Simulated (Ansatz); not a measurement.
# Be4Bi2O (built on the sites of a database entry of Ca4Bi2O): phonons and vibrational spectra

How does Be4Bi2O (built on the sites of a database entry of Ca4Bi2O) vibrate, and is this structure a minimum?

Calculated with Ansatz 0.2.0; DFT PBEsol, scalar-relativistic, plane waves, PAW.

The structure was built from a prototype and need not be the compound's stable phase.

## Step 1: Starting point

Symmetry: I4/mmm, No. 139, tetragonal system. The conventional cell has a = 3.622 Å, b = 3.622 Å, c = 12.601 Å, α = 90.00°, β = 90.00°, γ = 90.00°. Be has 1 O at 2.05 Å nearest. Nearest to Be lie 2 O at 1.81 Å. Nearest to Bi lie 5 Be at 2.48 to 2.53 Å. O has 6 Be at 1.81 to 2.05 Å nearest. Farther neighbours and most contacts between anions are not listed.

## Step 2: Coarse relaxation

The start is far from rest, so a relaxation with loose tolerances brings it close first.

The input, input.yaml:

```yaml
crystal:
  lattice:
    - [-1.81086, 1.81086, 6.30054]
    - [1.81086, -1.81086, 6.30054]
    - [1.81086, 1.81086, -6.30054]
  atoms:
    - { symbol: Be, position: [0.33727865, 0.33727865, 0.0] }
    - { symbol: Be, position: [0.5, 0.0, 0.5] }
    - { symbol: Be, position: [0.66272135, 0.66272135, 0.0] }
    - { symbol: Be, position: [0.0, 0.5, 0.5] }
    - { symbol: Bi, position: [0.14075792, 0.14075792, 0.0] }
    - { symbol: Bi, position: [0.85924208, 0.85924208, 0.0] }
    - { symbol: O, position: [0.5, 0.5, 0.0] }
kpoints:
  mp_grid: { grid: [8, 8, 8] }
hamiltonian:
  xc: pbesol
scf:
  occupations: { method: gaussian, width: 0.1 }
output:
  forces: true
  stress: true
  eigenvalues: true
relax:
  adjacent_minimum: "off"
  f_tol: 0.05
  max_steps: 80
  cell: { stress_tol: 0.5 }
```

Command:

```console
ansatz run input.yaml --threads 8 --pin off --max-ram 14336MiB --backend cpu --events-out ev --progress --plain --runs-dir out
```

Numbers of over 12 decimals in the logs are rounded to 6 here.

The program printed:

```text
The last accepted step is kept in <dir> (removed where the run ends without a failure and the disk answers)
[...]
- [2.058404, -2.058404, 6.047024]
    - [2.058404, 2.058404, -6.047024]
  atoms:
    - { symbol: Be, position: [0.370629, 0.370629, 0] }
    - { symbol: Be, position: [0.500000, -3.1466209490012965e-19, 0.500000] }
    - { symbol: Be, position: [0.629371, 0.629371, 0] }
    - { symbol: Be, position: [-3.1466209490012975e-19, 0.500000, 0.500000] }
    - { symbol: Bi, position: [0.152469, 0.152469, 0] }
    - { symbol: Bi, position: [0.847531, 0.847531, 0] }
    - { symbol: O, position: [0.5, 0.5, 0] }
[key lines of the parts left out:]
SCF converged after 4 iterations
Free energy (F): -25404.220166 eV
Fermi energy:    10.930040 eV
P = ⅓ Tr σ = 0.1525 GPa (1.525 kbar)
```

The job ended after 14 s (8 threads of AMD EPYC 7R43, shared host; peak memory 0.65 GiB).

The steps of the relaxation:

```csv
step,energy less that of the first step (eV),largest force component (eV/Å),pressure (GPa),volume (Å³)
1,0.0000,2.0620,24.52,82.64
2,-1.3247,1.0660,6.18,92.45
3,-1.6700,1.0385,0.62,97.11
4,-2.0507,0.7161,-0.68,99.21
5,-2.0731,1.5205,1.65,101.89
6,-2.2417,0.1362,-0.87,101.70
7,-2.2603,0.0132,-0.86,101.75
8,-2.2566,0.1007,0.24,101.05
9,-2.2728,0.0504,0.09,100.66
10,-2.2734,0.0040,-0.02,100.90
11*,-2.3561,0.0018,1.05,100.90
12,-2.3693,0.0071,0.15,102.49
13*,-2.3712,0.0072,0.15,102.49
```

Relaxation steps marked * repeat the geometry before them on a plane-wave basis chosen anew for their cell, so energy and pressure can jump there. Relaxation step 8 was tried and not accepted.

Forces are held to the 16 operations that the run works with; a distortion that breaks them can't arise in this run.

```csv
cell as run,before,after,change
a (Å),6.801,6.711,-1.3 %
b (Å),6.801,6.711,-1.3 %
c (Å),6.801,6.711,-1.3 %
α (°),149.12,144.28,-3.2 %
β (°),149.12,144.28,-3.2 %
γ (°),44.24,51.41,+16.2 %
volume (Å³/atom),11.81,14.64,+24.0 %
```

The atoms that moved most (Å, as changes of fractional coordinates times the final cell):

```csv
atom,dx,dy,dz,length
Be3,0.000,0.000,-0.403,0.403
Be1,0.000,0.000,0.403,0.403
Bi5,0.000,0.000,0.142,0.142
Bi6,0.000,0.000,-0.142,0.142
```

Final coordinates:

```cif
data_structure
_symmetry_space_group_name_H-M 'P 1'
_symmetry_Int_Tables_number 1
_cell_length_a 6.7112
_cell_length_b 6.7112
_cell_length_c 6.7112
_cell_angle_alpha 144.278
_cell_angle_beta 144.278
_cell_angle_gamma 51.412
_cell_volume 102.49
loop_
_atom_site_label
_atom_site_type_symbol
_atom_site_fract_x
_atom_site_fract_y
_atom_site_fract_z
_atom_site_occupancy
Be1 Be 0.37063 0.37063 0.00000 1
Be2 Be 0.50000 0.00000 0.50000 1
Be3 Be 0.62937 0.62937 0.00000 1
Be4 Be 0.00000 0.50000 0.50000 1
Bi5 Bi 0.15247 0.15247 0.00000 1
Bi6 Bi 0.84753 0.84753 0.00000 1
O7 O 0.50000 0.50000 0.00000 1
```

Numbers from this step:

```
pressure          : 0.1525 GPa
volume per atom   : 14.64 Å³
gap on the k-mesh : 0 eV
```

In this step the volume went from 11.81 to 14.64 Å³/atom.

## Step 3: Relaxation

The cell and atoms are relaxed, since residual forces and stress would shift the frequencies.

The input, input.yaml:

```yaml
crystal:
  lattice:
    - [-2.0584044197, 2.0584044197, 6.0470237261]
    - [2.0584044197, -2.0584044197, 6.0470237261]
    - [2.0584044197, 2.0584044197, -6.0470237261]
  atoms:
    - { symbol: Be, position: [0.3706285121, 0.3706285121, 0.0] }
    - { symbol: Be, position: [0.5, 0.0, 0.5] }
    - { symbol: Be, position: [0.6293714879, 0.6293714879, 0.0] }
    - { symbol: Be, position: [0.0, 0.5, 0.5] }
    - { symbol: Bi, position: [0.1524691839, 0.1524691839, 0.0] }
    - { symbol: Bi, position: [0.8475308161, 0.8475308161, 0.0] }
    - { symbol: O, position: [0.5, 0.5, 0.0] }
kpoints:
  mp_grid: { grid: [12, 12, 12] }
hamiltonian:
  xc: pbesol
scf:
  occupations: { method: gaussian, width: 0.1 }
output:
  forces: true
  stress: true
  eigenvalues: true
  write_density: true
  write_potential: true
  elf: true
  volumetric_format: npy
relax:
  adjacent_minimum: "off"
  f_tol: 0.005
  max_steps: 80
  cell: { stress_tol: 0.05 }
```

The program printed:

```text
[...]
Crystal: 7 atoms, lattice volume = 102.486 Å³
Basis set: ecut = 420 eV, 1985 PW (Γ), exchange–correlation on 90×90×90 points (8 copies of the dense FFT grid, shifted against one another)
Bands: 29, of which v1, the nominal top of the filled ones, is band 22 counted from 1 (21 counted from 0)
Symmetry: 16 space group operations
[...]
k-points: 163 of 1728
[...]
SCF iter   1: F=—  HF=-25404.266796 eV  |F-HF|=—  |Δ(HF+E_count)|=         —  Δρ=9.29e-3  dr2=1.21e-1  ethr=1.77e-3  ⟨swp⟩=7.6  Hψ=25532  notcnv=0  defer=2
[...]
SCF iter   8: F=-25404.229315 eV  HF=-25404.229315 eV  |F-HF|=3.91e-9  |Δ(HF+E_count)|=   1.00e-9  Δρ=2.68e-6  dr2=1.20e-8  ethr=2.27e-10  ⟨swp⟩=14.1  Hψ=35756  notcnv=0
SCF 1 converged in 8 iterations: F = -25404.229315 eV  dr2 = 1.20e-8
[...]
relax step   1: F+E_penalty+E_count = -25404.22931467 eV  Δ(F+E_penalty+E_count) = +0.000e0 eV  max|allowed force component| = 4.099e-2 eV/Å  Δτ_max = 0.0000 Å  P = +0.147 GPa  Ω = 102.486 Å³  (8 SCF iters, dr2 threshold 1.00e-7 eV, accepted)
Crystal: 7 atoms, lattice volume = 102.625 Å³
Basis set: ecut = 420 eV, 2001 PW (Γ), exchange–correlation on 90×90×90 points (8 copies of the dense FFT grid, shifted against one another)
[...]
SCF iter   5: F=-25404.230228 eV  HF=-25404.230228 eV  |F-HF|=1.39e-7  |Δ(HF+E_count)|=   9.87e-7  Δρ=1.79e-5  dr2=3.71e-7  ethr=9.80e-10  ⟨swp⟩=9.3  Hψ=37960  notcnv=0
SCF 2 converged in 5 iterations: F = -25404.230228 eV  dr2 = 3.71e-7
relax step   2: F+E_penalty+E_count = -25404.23022778 eV  Δ(F+E_penalty+E_count) = -9.131e-4 eV  max|allowed force component| = 1.106e-1 eV/Å  Δτ_max = 0.0115 Å  P = +0.006 GPa  Ω = 102.625 Å³  energy of the carried Pulay correction = -1.254e-4 eV  (5 SCF iters, dr2 threshold 4.31e-7 eV, accepted)
Crystal: 7 atoms, lattice volume = 103.005 Å³
Basis set: ecut = 420 eV, 1993 PW (Γ), exchange–correlation on 90×90×90 points (8 copies of the dense FFT grid, shifted against one another)
[...]
SCF iter   5: F=-25404.232104 eV  HF=-25404.232104 eV  |F-HF|=5.04e-8  |Δ(HF+E_count)|=   4.92e-7  Δρ=1.10e-5  dr2=1.66e-7  ethr=1.59e-9  ⟨swp⟩=11.9  Hψ=38464  notcnv=0
SCF 3 converged in 5 iterations: F = -25404.232104 eV  dr2 = 1.66e-7
  Residual-converged pass: ⟨swp⟩=1.0  Hψ=5381  notcnv=0  max |occ|·‖R‖ = 7.1e-9 eV (tolerance 1.0e-8 eV)  dr2=1.66e-7  dr2_onsite=2.28e-9  max |Δocc| = 5.8e-10
relax step   3: F+E_penalty+E_count = -25404.23210365 eV  Δ(F+E_penalty+E_count) = -1.876e-3 eV  max|allowed force component| = 4.735e-2 eV/Å  Δτ_max = 0.0106 Å  P = -0.110 GPa  Ω = 103.005 Å³  energy of the carried Pulay correction = -4.653e-4 eV  (5 SCF iters, dr2 threshold 7.00e-7 eV, accepted)
[...]
relax step   4: F+E_penalty+E_count = -25404.23237566 eV  Δ(F+E_penalty+E_count) = -2.720e-4 eV  max|allowed force component| = 3.021e-2 eV/Å  Δτ_max = 0.0024 Å  P = +0.086 GPa  Ω = 103.029 Å³  energy of the carried Pulay correction = -4.866e-4 eV  (5 SCF iters, dr2 threshold 2.72e-7 eV, accepted)
[...]
relax step   5: F+E_penalty+E_count = -25404.23239879 eV  Δ(F+E_penalty+E_count) = -2.313e-5 eV  max|allowed force component| = 1.593e-3 eV/Å  Δτ_max = 0.0017 Å  P = -0.002 GPa  Ω = 103.076 Å³  energy of the carried Pulay correction = -5.294e-4 eV  (5 SCF iters, dr2 threshold 6.00e-8 eV, accepted)
[...]
SCF iter   1: F=—  HF=-25404.233173 eV  |F-HF|=—  |Δ(HF+E_count)|=         —  Δρ=1.16e-4  dr2=6.45e-7  ethr=9.47e-7  ⟨swp⟩=3.2  Hψ=36710  notcnv=0
eigensolver tolerance schedule: the retry pair's looser diagonalisation over-reported the residual by 645.15 of it (diagonalisation noise at 0.25 of the residual, at the tolerance the schedule requests for it); recorded, not acted on — ethr = c·dr2/N_el stays at c = 1.0e-1
[...]
SCF iter   2: F=—  HF=-25404.233129 eV  |F-HF|=—  |Δ(HF+E_count)|=   4.42e-5  Δρ=5.87e-5  dr2=1.74e-7  ethr=1.47e-9  ⟨swp⟩=2.8  Hψ=9490  notcnv=0
[...]
SCF iter   6: F=-25404.233130 eV  HF=-25404.233130 eV  |F-HF|=1.46e-11  |Δ(HF+E_count)|=  2.91e-11  Δρ=1.58e-7  dr2=2.87e-11  ethr=1.00e-12  ⟨swp⟩=4.6  Hψ=22939  notcnv=0
SCF 6 converged in 6 iterations: F = -25404.233130 eV  dr2 = 2.87e-11
relax step   6: F+E_penalty+E_count = -25404.23313004 eV  Δ(F+E_penalty+E_count) = -7.313e-4 eV  max|allowed force component| = 1.842e-3 eV/Å  Δτ_max = 0.0000 Å  P = +0.008 GPa  Ω = 103.076 Å³  stress off target by 2.11e-2 GPa  SCF on the basis re-selected at this cell (its energy is not comparable with the rows above)  (6 SCF iters)
[...]
SCF converged after 6 iterations
Free energy (F): -25404.233130 eV
[...]
Internal energy: -25404.228405 eV  (E = F + TS)
E sigma→0 (E₀):  -25404.230768 eV
Entropy (-TS):   -0.004725 eV (-0.675 meV/atom)
Fermi energy:    10.866932 eV
[...]
--- Forces (eV/Å), atoms counted from 1 ---
  atom   1  Be    -0.00000000     0.00000000     0.00184247
  atom   2  Be    -0.00000000     0.00000000     0.00000000
  atom   3  Be     0.00000000    -0.00000000    -0.00184247
  atom   4  Be    -0.00000000    -0.00000000     0.00000000
  atom   5  Bi     0.00000000     0.00000000    -0.00006082
  atom   6  Bi    -0.00000000     0.00000000     0.00006082
  atom   7  O      0.00000000     0.00000000    -0.00000000
  max |Σ_I F_I| component: 2.08e-17 eV/Å
--- Stress (GPa, compression-positive) ---
        0.021145      -0.000000      -0.000000
       -0.000000       0.021145       0.000000
       -0.000000       0.000000      -0.018418
  P = ⅓ Tr σ = 0.0080 GPa (0.080 kbar)
--- Band table (eV; the first three rows and the last of 163) ---
  k-point 0: bands = [... 18 lower, 8.3585, 8.4726, 9.8976, 9.8976, 10.7167, 11.5570, 11.8848, 14.5968, ... 3 higher]
  k-point 1: bands = [... 18 lower, 7.9364, 9.0060, 9.4638, 9.4641, 11.3639, 12.3647, 12.4457, 14.1663, ... 3 higher]
  k-point 2: bands = [... 18 lower, 7.1265, 7.7675, 8.9738, 10.7639, 12.4704, 12.7820, 13.5414, 13.6697, ... 3 higher]
  k-point 162: bands = [... 18 lower, 8.5714, 8.5714, 10.2620, 10.2620, 10.5214, 10.6542, 12.4111, 12.9421, ... 3 higher]
--- Relaxed structure (5 steps of the walk, 5 accepted, 1 SCFs on fresh bases) ---
[...]
cell:  # Å, volume = 103.0765 Å³
    - [-2.075113, 2.075113, 5.984340]
    - [2.075113, -2.075113, 5.984340]
    - [2.075113, 2.075113, -5.984340]
  atoms:
    - { symbol: Be, position: [0.369922, 0.369922, 0] }
    - { symbol: Be, position: [0.500000, -1.203839026907859e-19, 0.500000] }
    - { symbol: Be, position: [0.630078, 0.630078, 0] }
    - { symbol: Be, position: [-1.2038390269078592e-19, 0.500000, 0.500000] }
    - { symbol: Bi, position: [0.152376, 0.152376, 0] }
    - { symbol: Bi, position: [0.847624, 0.847624, 0] }
    - { symbol: O, position: [0.5, 0.5, 0] }
```

It took 20 s on 8 threads; peak memory 0.91 GiB; 2.5 min of CPU time.

The steps of the relaxation:

```csv
step,energy less that of the first step (eV),largest force component (eV/Å),pressure (GPa),volume (Å³)
1,0.0000,0.0410,0.15,102.49
2,-0.0009,0.1106,0.01,102.63
3,-0.0028,0.0473,-0.11,103.00
4,-0.0031,0.0302,0.09,103.03
5,-0.0031,0.0016,0.00,103.08
6*,-0.0038,0.0018,0.01,103.08
```

Relaxation steps marked * repeat the geometry before them on a plane-wave basis chosen anew for their cell, so energy and pressure can jump there.

The run keeps the 16 symmetry operations that it works with, so distortions that break them were not tested.

```csv
"conventional cell, symmetrised",before,after,change
a (Å),4.117,4.150,+0.8 %
b (Å),4.117,4.150,+0.8 %
c (Å),12.094,11.969,-1.0 %
volume (Å³/atom),14.64,14.73,+0.6 %
```

Numbers from this step:

```
pressure        : 0.007957 GPa
volume per atom : 14.73 Å³
```

ELF in the ac plane of the conventional cell at fractional y = 0.500, with atoms of Be and Bi and O within 0.2 Å of it. It is the smooth field of the valence electrons, not physical close to the nuclei.

Ten even steps from '0' (0.01) to '9' (0.80), each cell a mean:
```
01247998985310
54323688753345
54432111123344
22334210134322
01135777764210
00135777764200
00245554555310
12455311245431
34554212145553
56765433445666
45775444456774
01464322235520
02565332345641
56775444456776
55655422345665
23455212145542
01355422355421
00245555555310
00135788864200
11235555554211
33333100023333
55432233222345
33335899963233
00248976996310
```
Columns run along a (4.2 Å), rows up along c (12.0 Å), edges of the conventional cell, whose origin can differ from the input's. Atoms in or near the plane, at fractional coordinates: Be at (0.50, 0.87), Be at (0.00, 0.00), Be at (0.50, 0.13), Be at (0.00, 0.50), Bi at (0.50, 0.65), Bi at (0.50, 0.35), O at (0.50, 0.00).

Electrostatic potential energy in the ac plane of the conventional cell at fractional y = 0.500, with atoms of Be and Bi and O within 0.2 Å of it. With pseudopotentials it is smooth inside the atoms' cores, unlike the true potential.

Values in eV, 24 rows by 14 columns, each cell a mean:
```
-32 -20  -2   7   7 -11 -31 -36 -23   0   8   4 -10 -27
  2   5   8   9   8   4  -5  -9  -1   6   9   9   7   3
 12  12  11   9   3 -13 -32 -38 -24  -4   7  10  12  12
 13  13  12  10   4 -12 -30 -35 -22  -3   7  11  13  13
 13  13  13  12  10   6   1  -1   3   8  11  12  13  13
 13  13  13  12  11   8   7   6   7   9  11  13  13  13
 13  13  12   9   3  -8 -20 -24 -15  -2   6  11  13  13
 13  13  10   3 -16 -52 -71 -74 -66 -35  -5   7  11  13
 13  12   9   1 -22 -62 -74 -74 -73 -44  -9   6  11  13
 10  10  10   6  -3 -22 -43 -48 -35 -13   2   8  10  10
 -7  -1   5   8   8   6   3   2   4   7   9   7   3  -5
-41 -27  -5   7  10  11  11  11  11  11   9   3 -15 -35
-32 -20  -2   7  10  10  10  10  10  10   9   4 -10 -27
  2   5   8   8   6   0  -6  -8  -4   3   7   8   7   3
 12  11  10   5 -10 -39 -61 -65 -53 -24  -2   8  11  11
 13  12   9   1 -24 -65 -74 -74 -74 -47 -10   6  11  13
 13  13  11   5  -9 -37 -60 -65 -52 -23  -1   8  12  13
 13  13  12  10   7   1  -5  -7  -3   4   9  11  13  13
 13  13  13  12  11   9   8   7   8  10  12  13  13  13
 13  13  13  11   8   1  -8 -11  -4   5  10  12  13  13
 13  13  12   9   3 -16 -36 -42 -28  -6   7  11  12  13
 10  10  11   9   5  -7 -22 -27 -16   0   8  10  11  10
 -7  -2   5   9   9   3  -9 -13  -3   7   9   8   3  -5
-41 -27  -6   6   6 -18 -38 -44 -30  -5   8   2 -15 -35
```
Columns run along a (4.2 Å; values clipped at the 3rd and 97th percentile), rows up along c (12.0 Å), edges of the conventional cell, whose origin can differ from the input's. Atoms in or near the plane, at fractional coordinates: Be at (0.50, 0.87), Be at (0.00, 0.00), Be at (0.50, 0.13), Be at (0.00, 0.50), Bi at (0.50, 0.65), Bi at (0.50, 0.35), O at (0.50, 0.00).

Valence density in the ac plane of the conventional cell at fractional y = 0.500, with atoms of Be and Bi and O within 0.2 Å of it. It is the smooth field of the valence electrons, not physical close to the nuclei.

Values in e/Å³, 24 rows by 14 columns, each cell a mean:
```
0.1 0.1 0.2 0.3 0.6 1.9 4.3 5.1 3.1 1.1 0.4 0.2 0.2 0.1
0.2 0.2 0.2 0.2 0.3 0.5 0.9 1.0 0.7 0.4 0.2 0.2 0.2 0.2
0.1 0.1 0.1 0.1 0.2 0.2 0.2 0.2 0.2 0.2 0.1 0.1 0.1 0.1
0.1 0.1 0.1 0.1 0.1 0.2 0.1 0.1 0.2 0.2 0.1 0.1 0.1 0.1
0.1 0.1 0.1 0.1 0.1 0.2 0.2 0.3 0.2 0.2 0.1 0.1 0.1 0.1
0.0 0.0 0.1 0.1 0.2 0.3 0.4 0.4 0.3 0.2 0.1 0.1 0.1 0.0
0.0 0.1 0.1 0.2 0.4 0.9 1.5 1.7 1.2 0.6 0.3 0.1 0.1 0.0
0.1 0.1 0.2 0.4 1.2 3.4 5.6 6.1 4.7 2.3 0.7 0.3 0.1 0.1
0.1 0.1 0.2 0.5 1.5 4.1 6.6 7.3 5.6 2.8 0.9 0.3 0.2 0.1
0.2 0.2 0.2 0.3 0.7 1.5 2.8 3.1 2.2 1.1 0.5 0.3 0.2 0.2
0.2 0.2 0.2 0.2 0.3 0.3 0.4 0.4 0.4 0.3 0.2 0.2 0.2 0.2
0.1 0.1 0.2 0.2 0.2 0.2 0.1 0.1 0.2 0.2 0.2 0.2 0.2 0.1
0.1 0.2 0.2 0.2 0.2 0.2 0.2 0.2 0.2 0.2 0.2 0.2 0.2 0.1
0.2 0.2 0.2 0.3 0.3 0.5 0.8 0.8 0.6 0.4 0.3 0.2 0.2 0.2
0.1 0.2 0.2 0.4 0.9 2.5 4.3 4.8 3.5 1.6 0.6 0.3 0.2 0.1
0.1 0.1 0.2 0.5 1.6 4.4 6.9 7.6 5.9 3.0 0.9 0.3 0.2 0.1
0.1 0.1 0.1 0.3 0.9 2.4 4.2 4.6 3.4 1.6 0.6 0.2 0.1 0.1
0.0 0.1 0.1 0.2 0.3 0.5 0.8 0.9 0.7 0.4 0.2 0.1 0.1 0.0
0.0 0.0 0.1 0.1 0.2 0.2 0.3 0.3 0.3 0.2 0.1 0.1 0.1 0.0
0.1 0.1 0.1 0.1 0.1 0.2 0.2 0.2 0.2 0.2 0.1 0.1 0.1 0.1
0.1 0.1 0.1 0.1 0.1 0.2 0.1 0.1 0.1 0.2 0.1 0.1 0.1 0.1
0.2 0.1 0.1 0.1 0.2 0.2 0.3 0.3 0.3 0.2 0.2 0.1 0.1 0.2
0.2 0.2 0.2 0.2 0.3 0.8 1.6 1.9 1.2 0.5 0.3 0.2 0.2 0.2
0.1 0.1 0.2 0.3 0.7 2.4 5.5 6.6 4.1 1.4 0.4 0.2 0.2 0.1
```
Columns run along a (4.2 Å), rows up along c (12.0 Å), edges of the conventional cell, whose origin can differ from the input's. Atoms in or near the plane, at fractional coordinates: Be at (0.50, 0.87), Be at (0.00, 0.00), Be at (0.50, 0.13), Be at (0.00, 0.50), Bi at (0.50, 0.65), Bi at (0.50, 0.35), O at (0.50, 0.00).

In this step the volume went from 14.64 to 14.73 Å³/atom.

[end of part 1 of 3]

[Logs are printed without paths, hosts, clocks, repeated set-up lines and the standing remarks that a program may print on its own settings, such as how far it seeks lower states.]

[Hosts, paths, dates, database ids (printed as entryN), source tags and the programs' standing remarks are cut or masked in the printed files.]
